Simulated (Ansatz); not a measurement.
## Sensitivity of the G0W0 gap of SnI4O12 (P-1)

A base run on SnI4O12 (P-1), then changed inputs.

Method: G0W0 on PBE, plane waves, PAW; PAW set soft_1, in Ansatz 0.2.0.

### 1. Set-up

The cell holds 17 atoms: 1 Sn, 4 I and 12 O. Its edges and angles: a = 5.058 Å, b = 6.281 Å, c = 8.386 Å, α = 87.7°, β = 88.6°, γ = 89.0°. It derives from SnI4O12.

Geometry: measured cell, ions relaxed with PBE. The runs that relaxed it are not among those shown. Spin-orbit coupling is left out unless a step names it.

### 2. The base run: 2×2×2 mesh, 465 empty bands, screening to 84 eV, PAW set soft_1 files

G0W0 replaces the xc potential by the self-energy, built once from these orbitals. Only a window of levels is corrected, while the sums run over the empty bands that the input names. This step takes PAW set soft_1 files.

The input, input.yaml:

```yaml
crystal:
  lattice:
    - [5.0576, 0.0, 0.0]
    - [0.1062173362, 6.279901792, 0.0]
    - [0.1980229617, 0.3361895656, 8.3774187989]
  atoms:
    - { symbol: Sn, position: [0.0, 0.0, 0.5] }
    - { symbol: I, position: [0.5061148231, 0.7764667496, 0.237035738] }
    - { symbol: I, position: [0.4938851769, 0.2235332504, 0.762964262] }
    - { symbol: I, position: [0.9806449621, 0.6993687757, 0.8436912468] }
    - { symbol: I, position: [0.0193550379, 0.3006312243, 0.1563087532] }
    - { symbol: O, position: [0.782882709, 0.9590566929, 0.2966559641] }
    - { symbol: O, position: [0.217117291, 0.0409433071, 0.7033440359] }
    - { symbol: O, position: [0.3031160215, 0.7954234777, 0.4238411328] }
    - { symbol: O, position: [0.6968839785, 0.2045765223, 0.5761588672] }
    - { symbol: O, position: [0.8472236491, 0.7454330787, 0.6369154755] }
    - { symbol: O, position: [0.1527763509, 0.2545669213, 0.3630845245] }
    - { symbol: O, position: [0.8260917482, 0.4351970098, 0.8854019874] }
    - { symbol: O, position: [0.1739082518, 0.5648029902, 0.1145980126] }
    - { symbol: O, position: [0.6674548844, 0.5288324017, 0.2906575423] }
    - { symbol: O, position: [0.3325451156, 0.4711675983, 0.7093424577] }
    - { symbol: O, position: [0.7314164081, 0.8620142688, 0.9456220245] }
    - { symbol: O, position: [0.2685835919, 0.1379857312, 0.0543779755] }
kpoints:
  mp_grid: { grid: [2, 2, 2] }
hamiltonian:
  xc: pbe
  pseudopotentials: { kind: paw, azcp: { folder: soft_1 } }
scf:
  occupations: { method: fixed }
gw:
  n_empty_bands: 465
  ecut_chi: 84
  qp_bands: [v4, c4]
  qp_kpoints: band_edges
  screening: { model: contour_deformation }
```

On the command line:

```sh
ansatz run input.yaml --threads 2 --pin off --max-ram 92160MiB --backend cuda --events-out ev --progress --plain --runs-dir out --devices 1 --max-vram 13GiB
```

Numbers of over 12 decimals in the logs are rounded to 6 here.

The log of the run:

```text
GPUs: using 1 of 1 available (devices: 1).
Engine: ansatz 0.2.0, x86_64-unknown-linux-gnu
Pseudopotentials: kind: paw
Pseudopotential: Sn, paw, valence charge 14, recommended cutoff 420 eV (normal), soft_1/Sn.paw.azcp
Pseudopotential: I, paw, valence charge 17, recommended cutoff 420 eV (normal), soft_1/I.paw.azcp
Pseudopotential: O, paw, valence charge 6, recommended cutoff 420 eV (normal), soft_1/O.paw.azcp
Functional definition: PBE
  parameter kappa = 0.804
  parameter beta = 0.066725
  exchange = pbe_x(kappa = kappa, mu = beta*pi^2/3)
  correlation = pbe_c(beta = beta)
device memory: the entry about to start is reckoned to put 3.2 GiB on a device that reports 39.1 GiB free (of which the cap on the GPU budget leaves the run 13.0 GiB)
GPU FFT provider: cuFFT
GPU libraries: cuBLAS 13.8.2, cuFFT 12.4.0, cuSOLVER 12.3.4
Crystal: 17 atoms, lattice volume = 266.077 Å³
Basis set: ecut = 420 eV, 5213 PW (Γ)
Bands: 94, of which v1, the nominal top of the filled ones, is band 77 counted from 1 (76 counted from 0)
Symmetry: 2 space group operations
Space group: P-1 (ITA 2), of the structure as read, at distance tolerance 6.4e-5 Å
k-points: 8
Non-local potential: Sn, projectors of the file, l = 0: 2, l = 1: 2, l = 2: 2, l = 3: 1
Non-local potential: I, projectors of the file, l = 0: 2, l = 1: 2, l = 2: 2, l = 3: 1
Non-local potential: O, projectors of the file, l = 0: 2, l = 1: 2, l = 2: 1
PAW form: soft (Blöchl's): semilocal exchange-correlation on the pseudo side does not see the compensation charge
PAW one-centre angular grid: Sn, 590 points (default); XC on 64 Gauss nodes
PAW one-centre angular grid: I, 590 points (default); XC on 64 Gauss nodes
PAW one-centre angular grid: O, 110 points (default); XC on 64 Gauss nodes
Initial density: superposition of atomic densities (chi_scale 0.1, normalization cell, long waves kept (reshape's long-wave potential 0.29 eV rms))
Initial wavefunctions: pseudopotential atomic-orbital guess
GPU buffer pool allocated for 97200 grid points (all kernels)
GPU transforms: local potential and band sums: pruned to the plane-wave sphere, on 36×45×60
Functional: x = pbe(κ = 0.804, μ = 0.219515), c = pbe(β = 0.066725)
SCF iter   1: F=—  HF=-42874.573803 eV  |F-HF|=—  |Δ(HF+E_count)|=         —  Δρ=1.09e-1  dr2=4.16e1  ethr=3.10e-3  ⟨swp⟩=5.0  Hψ=2876  notcnv=0  defer=111
preconditioner: auto → Resta (q_TF=auto, 2.491 Å⁻¹)  ε∞=3.6  [insulator: Δε(μ)=2.293 eV  Ē_g=15.109 eV  n_scr=68 (ndim 8)  ℏωp=24.3 eV  f_vac=0.100  ε∞_Penn≈3.6]
SCF iter   2: F=—  HF=-42864.670039 eV  |F-HF|=—  |Δ(HF+E_count)|=    9.90e0  Δρ=4.51e-2  dr2=3.09e0  ethr=3.10e-3  ⟨swp⟩=4.0  Hψ=1443  notcnv=0  defer=116
[...]
NSCF: frozen V_eff on 8 k-points
[...]
device memory: the entry about to start is reckoned to put 4.0 GiB on a device that reports 43.5 GiB free (of which the cap on the GPU budget leaves the run 13.0 GiB)
NSCF: frozen V_eff on 8 k-points
G₀W₀ screening: q 1/8
[... further progress lines ...]
SCF converged after 13 iterations
Free energy (F): -42863.898226 eV
Harris-Foulkes:  -42863.898226 eV  (|F-HF|=5.01e-9)
Internal energy: -42863.898226 eV  (E = F + TS)
E sigma→0 (E₀):  -42863.898226 eV
Fermi energy:    5.863891 eV
--- Per-component energies (eV) ---
  E_band       = -1898.834682
  E_kinetic    = 2833.496141
  E_local      = -14822.925455  (includes V_loc(G=0)·N_el)
  E_nonlocal   = 1198.958440
  E_hartree    = 6302.283473
  E_xc         = -1420.041892
  E_vxc        = -1624.782838  (∫ρ·V_xc dr)
  E_paw        = -25419.622334  (= ΣΔE_a)
  E_vpaw       = -2088.147614  (= ΣTr[D̂ρ^β])
  E_aug_tail   = -0.000168  (compensation charges beyond the density's cutoff)
  E_ewald      = -11536.046432
  E_smearing   = -0.000000  (= −TS)
  E_closure    = 0.000000  (closes the sum)
  Σ components = -42863.898226   (vs F -42863.898226, Δ=0.00e0)
--- Band table (eV; the first three rows and the last of 8) ---
  k-point 0: bands = [... 73 lower, 5.4047, 5.4130, 5.5461, 5.6256, 9.0933, 9.1368, 9.4759, 9.7287, ... 13 higher]
  k-point 1: bands = [... 73 lower, 5.3811, 5.3949, 5.4294, 5.6200, 8.9561, 9.0806, 9.5949, 9.8085, ... 13 higher]
  k-point 2: bands = [... 73 lower, 5.3896, 5.4301, 5.5461, 5.7295, 9.1326, 9.4042, 10.0246, 10.1411, ... 13 higher]
  k-point 7: bands = [... 73 lower, 5.1373, 5.3653, 5.4137, 5.7233, 8.7994, 9.6044, 9.6170, 9.7787, ... 13 higher]
--- G₀W₀: contour deformation, 6 samples at zero and on the imaginary axis and 1 off it, 8 q-points, 465 empty bands' worth ---
  eigenvalues of the whole cell's RPA ε∞ on this k-mesh (on a slab, of 1 + 4πα/V) = 4.0468, 4.6351, 4.6671; static W/v taken at q = 0 is 0.224849
  gw.qp_kpoints: band_edges: 8 of 8 stored k-points solved, in 1 pass; an edge of the gap read off the rows below is read off those points alone
    ik  band        ε_KS         Σx   Σc(E_QP)       V_xc       Z   E_QP_lin       E_QP  E_QP is
     0    74      5.4047   -24.4478     3.9285   -20.1139  0.7388     4.9963     4.9994  root
     0    75      5.4130   -24.9031     4.3954   -20.0887  0.7277     4.9904     4.9940  root
     0    76      5.5461   -26.5507     5.2987   -20.7974  0.7189     5.0870     5.0915  root
     0    77      5.6256   -25.2405     4.3150   -20.5528  0.7327     5.2503     5.2529  root
     0    78      9.0933   -14.7505    -3.1038   -18.9344  0.7820    10.1887    10.1733  root
     0    79      9.1368   -12.6554    -3.4889   -17.1570  0.7900    10.1636    10.1495  root
     0    80      9.4759   -12.5889    -3.3813   -17.0071  0.7820    10.5287    10.5127  root
     0    81      9.7287   -13.9023    -3.3753   -18.3860  0.7800    10.8557    10.8370  root
[...]
7    78      8.7994   -14.5682    -3.1726   -18.8074  0.7843     9.8804     9.8659  root
     7    79      9.6044   -13.5177    -3.5002   -18.1263  0.7795    10.7322    10.7128  root
     7    80      9.6170   -14.0099    -3.4059   -18.5746  0.7794    10.7959    10.7757  root
     7    81      9.7787   -13.6455    -3.3809   -18.1515  0.7779    10.9232    10.9037  root
```

It took 16 s on 1 × NVIDIA H100 80GB HBM3 (shared by 6 runs) with 2 threads of AMD EPYC 7R13 (Zen 3), shared host; peak memory 1.8 GiB.

This step gave:

| Item | Value |
| --- | --- |
| bands summed | 542 |
| RPA ε∞ on this mesh (eigenvalues) | 4.047, 4.635, 4.667 |
| plane waves in the screening matrix | 459 |
| q-points in the mesh | 8 |
| G0W0 gap on the mesh | 4.187 eV |
| k of the valence top | 0, -0.5, -0.5 |
| k of the conduction bottom | -0.5, -0.5, 0 |
| starting gap on the mesh | 2.815 eV |
| Z at the valence top | 0.7413 |
| Z at the conduction bottom | 0.7856 |
| least direct G0W0 gap on the computed points | 4.304 eV |

The gap on the mesh goes from 2.81 eV to 4.19 eV, a correction of +1.37 eV. Between the two edge states, bare exchange in place of the xc potential would open the gap by 8.54 eV, and correlation takes back 7.17 eV.

### 3. Variant: guard bands

input.yaml: that of step 2 with these lines changed.

```diff
@@ -31,4 +31,4 @@
 gw:
-  n_empty_bands: 465
-  ecut_chi: 84
+  n_empty_bands: 432
+  ecut_chi: 80
   qp_bands: [v4, c4]
@@ -36 +36,2 @@
   screening: { model: contour_deformation }
+  n_guard_bands: 0
```

The log of the run:

```text
GPUs: using 1 of 1 available (devices: 1).
[...]
GPU FFT provider: cuFFT
GPU libraries: cuBLAS 13.8.2, cuFFT 12.4.0, cuSOLVER 12.3.4
Crystal: 17 atoms, lattice volume = 266.077 Å³
Basis set: ecut = 420 eV, 5213 PW (Γ)
Bands: 94, of which v1, the nominal top of the filled ones, is band 77 counted from 1 (76 counted from 0)
[... 1 set-up line as in the run before ...]
[...]
k-points: 8
[...]
GPU buffer pool allocated for 97200 grid points (all kernels)
[...]
SCF iter   1: F=—  HF=-42874.573803 eV  |F-HF|=—  |Δ(HF+E_count)|=         —  Δρ=1.09e-1  dr2=4.16e1  ethr=3.10e-3  ⟨swp⟩=5.0  Hψ=2876  notcnv=0  defer=111
[...]
SCF iter  13: F=-42863.898226 eV  HF=-42863.898226 eV  |F-HF|=5.01e-9  |Δ(HF+E_count)|=   1.08e-9  Δρ=1.27e-6  dr2=4.38e-9  ethr=6.49e-11  ⟨swp⟩=1.1  Hψ=1767  notcnv=0
SCF 1 converged in 13 iterations: F = -42863.898226 eV  dr2 = 4.38e-9
[...]
NSCF: frozen V_eff on 8 k-points
[...]
G₀W₀ screening: q 1/8
[... further progress lines ...]
SCF converged after 13 iterations
Free energy (F): -42863.898226 eV
[...]
Internal energy: -42863.898226 eV  (E = F + TS)
E sigma→0 (E₀):  -42863.898226 eV
Fermi energy:    5.863891 eV
[...]
--- Band table (eV; the first three rows and the last of 8) ---
  k-point 0: bands = [... 73 lower, 5.4047, 5.4130, 5.5461, 5.6256, 9.0933, 9.1368, 9.4759, 9.7287, ... 13 higher]
  k-point 1: bands = [... 73 lower, 5.3811, 5.3949, 5.4294, 5.6200, 8.9561, 9.0806, 9.5949, 9.8085, ... 13 higher]
  k-point 2: bands = [... 73 lower, 5.3896, 5.4301, 5.5461, 5.7295, 9.1326, 9.4042, 10.0246, 10.1411, ... 13 higher]
  k-point 7: bands = [... 73 lower, 5.1373, 5.3653, 5.4137, 5.7233, 8.7994, 9.6044, 9.6170, 9.7787, ... 13 higher]
[...]
0    74      5.4047   -24.4478     3.9521   -20.1139  0.7393     5.0203     5.0230  root
     0    75      5.4130   -24.9031     4.4154   -20.0887  0.7282     5.0107     5.0139  root
     0    76      5.5461   -26.5507     5.3168   -20.7974  0.7193     5.1054     5.1095  root
     0    77      5.6256   -25.2405     4.3371   -20.5528  0.7331     5.2728     5.2750  root
     0    78      9.0933   -14.7505    -3.0781   -18.9344  0.7825    10.2153    10.1990  root
     0    79      9.1368   -12.6554    -3.4634   -17.1570  0.7904    10.1899    10.1750  root
     0    80      9.4759   -12.5889    -3.3562   -17.0071  0.7825    10.5546    10.5378  root
     0    81      9.7287   -13.9023    -3.3485   -18.3860  0.7805    10.8836    10.8638  root
[...]
7    78      8.7994   -14.5682    -3.1459   -18.8074  0.7848     9.9080     9.8926  root
     7    79      9.6044   -13.5177    -3.4705   -18.1263  0.7800    10.7631    10.7425  root
     7    80      9.6170   -14.0099    -3.3774   -18.5746  0.7799    10.8257    10.8044  root
     7    81      9.7787   -13.6455    -3.3552   -18.1515  0.7784    10.9500    10.9295  root
```

Elapsed: 22 s, on 1 × NVIDIA H100 80GB HBM3 (shared by 6 runs) with 2 threads; peak memory 1.7 GiB.

The G0W0 gap on the mesh is 4.189 eV.

Against the base:

```csv
setting,base,variant
empty bands,465,432
screening cutoff (eV),84,80
n guard bands,-,0
```

```csv
quantity,variant,base
starting gap on the mesh,2.815,2.815
G0W0 gap on the mesh,4.189,4.187
least direct G0W0 gap on the computed points,4.306,4.304
Z at the valence top,0.742,0.741
Z at the conduction bottom,0.786,0.786
```

### 4. Variant: fewer bands

input.yaml: that of step 3 with these lines changed.

```diff
@@ -31,4 +31,4 @@
 gw:
-  n_empty_bands: 432
-  ecut_chi: 80
+  n_empty_bands: 201
+  ecut_chi: 140
   qp_bands: [v4, c4]
@@ -36,2 +36 @@
   screening: { model: contour_deformation }
-  n_guard_bands: 0
```

The log of the run:

```text
GPUs: using 1 of 1 available (devices: 1).
[...]
GPU FFT provider: cuFFT
GPU libraries: cuBLAS 13.8.2, cuFFT 12.4.0, cuSOLVER 12.3.4
Crystal: 17 atoms, lattice volume = 266.077 Å³
Basis set: ecut = 420 eV, 5213 PW (Γ)
Bands: 94, of which v1, the nominal top of the filled ones, is band 77 counted from 1 (76 counted from 0)
[... 1 set-up line as in the run before ...]
[...]
k-points: 8
[...]
GPU buffer pool allocated for 97200 grid points (all kernels)
[...]
SCF iter   1: F=—  HF=-42874.573803 eV  |F-HF|=—  |Δ(HF+E_count)|=         —  Δρ=1.09e-1  dr2=4.16e1  ethr=3.10e-3  ⟨swp⟩=5.0  Hψ=2876  notcnv=0  defer=111
[...]
SCF iter  13: F=-42863.898226 eV  HF=-42863.898226 eV  |F-HF|=5.01e-9  |Δ(HF+E_count)|=   1.08e-9  Δρ=1.27e-6  dr2=4.38e-9  ethr=6.49e-11  ⟨swp⟩=1.1  Hψ=1767  notcnv=0
SCF 1 converged in 13 iterations: F = -42863.898226 eV  dr2 = 4.38e-9
[...]
G₀W₀ screening: q 1/8
[... further progress lines ...]
SCF converged after 13 iterations
Free energy (F): -42863.898226 eV
[...]
Internal energy: -42863.898226 eV  (E = F + TS)
E sigma→0 (E₀):  -42863.898226 eV
Fermi energy:    5.863891 eV
[...]
--- Band table (eV; the first three rows and the last of 8) ---
  k-point 0: bands = [... 73 lower, 5.4047, 5.4130, 5.5461, 5.6256, 9.0933, 9.1368, 9.4759, 9.7287, ... 13 higher]
  k-point 1: bands = [... 73 lower, 5.3811, 5.3949, 5.4294, 5.6200, 8.9561, 9.0806, 9.5949, 9.8085, ... 13 higher]
  k-point 2: bands = [... 73 lower, 5.3896, 5.4301, 5.5461, 5.7295, 9.1326, 9.4042, 10.0246, 10.1411, ... 13 higher]
  k-point 7: bands = [... 73 lower, 5.1373, 5.3653, 5.4137, 5.7233, 8.7994, 9.6044, 9.6170, 9.7787, ... 13 higher]
[...]
0    74      5.4047   -24.4478     4.1830   -20.1139  0.7352     5.2534     5.2538  root
     0    75      5.4130   -24.9031     4.6530   -20.0887  0.7238     5.2510     5.2515  root
     0    76      5.5461   -26.5507     5.5648   -20.7974  0.7157     5.3568     5.3575  root
     0    77      5.6256   -25.2405     4.5808   -20.5528  0.7288     5.5186     5.5188  root
     0    78      9.0933   -14.7505    -2.7628   -18.9344  0.7793    10.5427    10.5144  root
     0    79      9.1368   -12.6554    -3.1766   -17.1570  0.7880    10.4870    10.4618  root
     0    80      9.4759   -12.5889    -3.0787   -17.0071  0.7800    10.8432    10.8154  root
     0    81      9.7287   -13.9023    -3.0568   -18.3860  0.7778    11.1884    11.1556  root
[...]
7    78      8.7994   -14.5682    -2.8220   -18.8074  0.7818    10.2437    10.2165  root
     7    79      9.6044   -13.5177    -3.1837   -18.1263  0.7775    11.0634    11.0294  root
     7    80      9.6170   -14.0099    -3.0894   -18.5746  0.7772    11.1268    11.0923  root
     7    81      9.7787   -13.6455    -3.0667   -18.1515  0.7758    11.2517    11.2180  root
```

Run time: 22 s. Hardware: 1 × NVIDIA H100 80GB HBM3 (shared by 6 runs) with 2 threads; peak memory 2.3 GiB; 28 s of CPU time.

Against the base:

```csv
setting,base,variant
empty bands,465,201
screening cutoff (eV),84,140
```

```csv
quantity,variant,base
starting gap on the mesh,2.815,2.815
G0W0 gap on the mesh,4.280,4.187
least direct G0W0 gap on the computed points,4.401,4.304
Z at the valence top,0.737,0.741
Z at the conduction bottom,0.783,0.786
```

### 5. Results

```json
{
  "base": "4.19 eV, 16 s",
  "guard bands": "4.19 eV, 22 s",
  "fewer bands": "4.28 eV, 22 s"
}
```

What this shows: Guard bands: the gap moves by +0.002 eV. The variant differs from the base in empty bands, screening cutoff and n guard bands together, so the change can't be laid to one of them. Fewer bands: the gap moves by +0.09 eV; such settings are too crude to quote. The variant differs from the base in empty bands and screening cutoff together, so the change can't be laid to one of them. All runs here use a coarse mesh and modest cutoffs; they test settings and are not final values. The 2×2×2 mesh is coarse for this cell (its supercell is 10 Å along the shortest edge). The RPA ε∞ on it, from the PBE start, is 4.05, 4.64 and 4.67; such meshes misread the long-range screening, most where the gap is narrow. The many-body steps are scalar-relativistic: spin-orbit coupling is not in them.

[Paths, hosts, dates, memory and timing lines, banners, echoed tables and standing remarks are left out of the program output.]

[Logs are printed without paths, hosts, clocks, repeated set-up lines and the standing remarks that a program may print on its own settings, such as how far it seeks lower states.]

[Runs of the session that timed out or met a known fault of the program may be left out.]

[Cells called generated may have been cut or substituted from an entry of the Crystallography Open Database or the Materials Project.]

[Hosts, paths, dates, database ids (printed as entryN), source tags and the programs' standing remarks are cut or masked in the printed files.]
